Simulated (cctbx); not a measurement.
**What is wrong with this refinement?**

Cell a = 5.1350 Å, b = 5.1350 Å, c = 6.3040 Å, α = 90.00°, β = 90.00°, γ = 120.00°; space group P6_3/mmc (no. 194).

Simulated single-crystal data (cctbx): Cu Kα, λ = 1.54184 Å, to d = 0.83 Å, 80 % of the full sphere, strongest reflection 20000 counts, noise from counting, a 1.5 % proportional error and a noise floor of 8 counts (s.d.); no absorption, and some extinction, which the refinements don't model.

An anisotropic refinement with weights 1/σ² prints:

```text
Rint 0.019, 67 unique reflections to 0.83 A
cycle     R1     wR2    GooF  max shift (A)
   1  0.4049  0.6545  59.081   0.00000
   2  0.3827  0.6235  56.286   0.00000
final R1 0.3828 wR2 0.6235 GooF 56.286  parameters 4  data/parameter 16.8
atom        x        y        z      Ueq    occ   su(xyz)  su(Uiso or U11)
Y1     0.66667  0.33333  0.25000   0.0012  1.000  0.00000  0.0085  NPD
Y2     0.00000  0.00000  0.50000  -0.0076  1.000  0.00000  0.0083  NPD
difference map: max 68.56 min -32.07 rms 5.44
Q1    0.0000  0.0000  0.0000    2   68.56  0.00 A from Y2
Q2    0.3333  0.6667  0.2500    2   60.65  2.96 A from Y1
Q3    0.3333  0.6667  0.7500    2   27.56  0.00 A from Y1
Q4    0.3333  0.6667  0.0033    4   26.87  1.60 A from Y1
Q5    0.0544  0.5272  0.2500    6    1.94  1.72 A from Y1
Q6    0.2217  0.4435  0.1466   12    1.89  2.18 A from Y2
```

**Question.** Can this result stand? If not, what is the likely fault?

Mend it. The fault: an atom left out, Ti at (2/3, 1/3, 3/4). Against the right model at the same level, R1 goes from 0.0059 to 0.3828 and GooF from 1.10 to 56.29, the top difference peak, 68.6 e/Å³, lies on Y2 and Y1 and Y2 go non-positive-definite. Q2 is the missing atom. With scattering power missing, scale and phases suffer, so peaks may also grow on the heavy atoms.

The compound is Y2Ti. The right model at the same level gives:

```text
Rint 0.019, 67 unique reflections to 0.83 A
cycle     R1     wR2    GooF  max shift (A)
   1  0.0095  0.0197   1.806   0.00000
   2  0.0059  0.0120   1.103   0.00000
final R1 0.0059 wR2 0.0120 GooF 1.103  parameters 6  data/parameter 11.2
atom        x        y        z      Ueq    occ   su(xyz)  su(Uiso or U11)
Y1     0.66667  0.33333  0.25000   0.0086  1.000  0.00000  0.0001
Y2     0.00000  0.00000  0.50000   0.0074  1.000  0.00000  0.0001
Ti1    0.66667  0.33333  0.75000   0.0158  1.000  0.00000  0.0003
difference map: max 0.12 min -0.25 rms 0.05
Q1    0.0039  0.1802  0.2500   12    0.13  1.82 A from Y2
Q2    0.0000  0.2424  0.0000   12    0.12  1.24 A from Y2
Q3    0.2203  0.4406  0.2500    6    0.11  1.01 A from Ti1
Q4    0.1843  0.3687  0.7500    6    0.10  1.33 A from Y1
Q5    0.2200  0.4400  0.1250   12    0.08  1.28 A from Ti1
Q6    0.0432  0.5216  0.5767   12    0.08  1.69 A from Y1
```

The model was made for the exercise: a known structure type with other elements put in, its volume estimated, not relaxed; displacement parameters are assumed.

[Middle refinement cycles are left out of these outputs.]

[Logs are printed without paths, hosts, clocks, repeated set-up lines and the standing remarks that a program may print on its own settings, such as how far it seeks lower states.]
